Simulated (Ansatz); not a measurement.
Planning a run of Ansatz 0.2.0 on LaZn3P3 (P6_3/mmc). The input:

```yaml
crystal:
  lattice:
    - [4.049012186, 0.0, 0.0]
    - [-2.024506093, 3.5065474133, 0.0]
    - [0.0, 0.0, 20.18381147]
  atoms:
    - { symbol: La, position: [0.0, 0.0, 0.5] }
    - { symbol: La, position: [0.0, 0.0, 0.0] }
    - { symbol: Zn, position: [0.66666667, 0.33333333, 0.25] }
    - { symbol: Zn, position: [0.33333333, 0.66666667, 0.75] }
    - { symbol: Zn, position: [0.66666667, 0.33333333, 0.63115875] }
    - { symbol: Zn, position: [0.33333333, 0.66666667, 0.36884125] }
    - { symbol: Zn, position: [0.33333333, 0.66666667, 0.13115875] }
    - { symbol: Zn, position: [0.66666667, 0.33333333, 0.86884125] }
    - { symbol: P, position: [0.66666667, 0.33333333, 0.08963959] }
    - { symbol: P, position: [0.33333333, 0.66666667, 0.91036041] }
    - { symbol: P, position: [0.33333333, 0.66666667, 0.58963959] }
    - { symbol: P, position: [0.66666667, 0.33333333, 0.41036041] }
    - { symbol: P, position: [0.66666667, 0.33333333, 0.75] }
    - { symbol: P, position: [0.33333333, 0.66666667, 0.25] }
kpoints:
  mp_grid: { grid: [6, 6, 2] }
hamiltonian:
  xc: r2scan
  pseudopotentials: { kind: paw, azcp: { folder: soft_1 } }
scf:
  occupations: { method: fixed }
dielectric: {}
```

```sh
ansatz run input.yaml --threads 3 --pin off --max-ram 92160MiB --backend cuda --events-out ev --progress --plain --runs-dir out --devices 1 --max-vram 13GiB
```

Question: Estimate wall time and host memory on 1 × NVIDIA H100 80GB HBM3 (shared by 6 runs) with 3 threads of AMD EPYC 7R13 (Zen 3), shared host.

It took 4.3 min; on shared hardware allow 2.1 min to 8.6 min. Peak host memory was 13 GiB.

[Paths, hosts, dates, memory and timing lines, banners, echoed tables and standing remarks are left out of the program output.]

[Logs are printed without paths, hosts, clocks, repeated set-up lines and the standing remarks that a program may print on its own settings, such as how far it seeks lower states.]

[Runs of the session that timed out or met a known fault of the program may be left out.]

[Cells called generated may have been cut or substituted from an entry of the Crystallography Open Database or the Materials Project.]

[Hosts, paths, dates, database ids (printed as entryN), source tags and the programs' standing remarks are cut or masked in the printed files.]
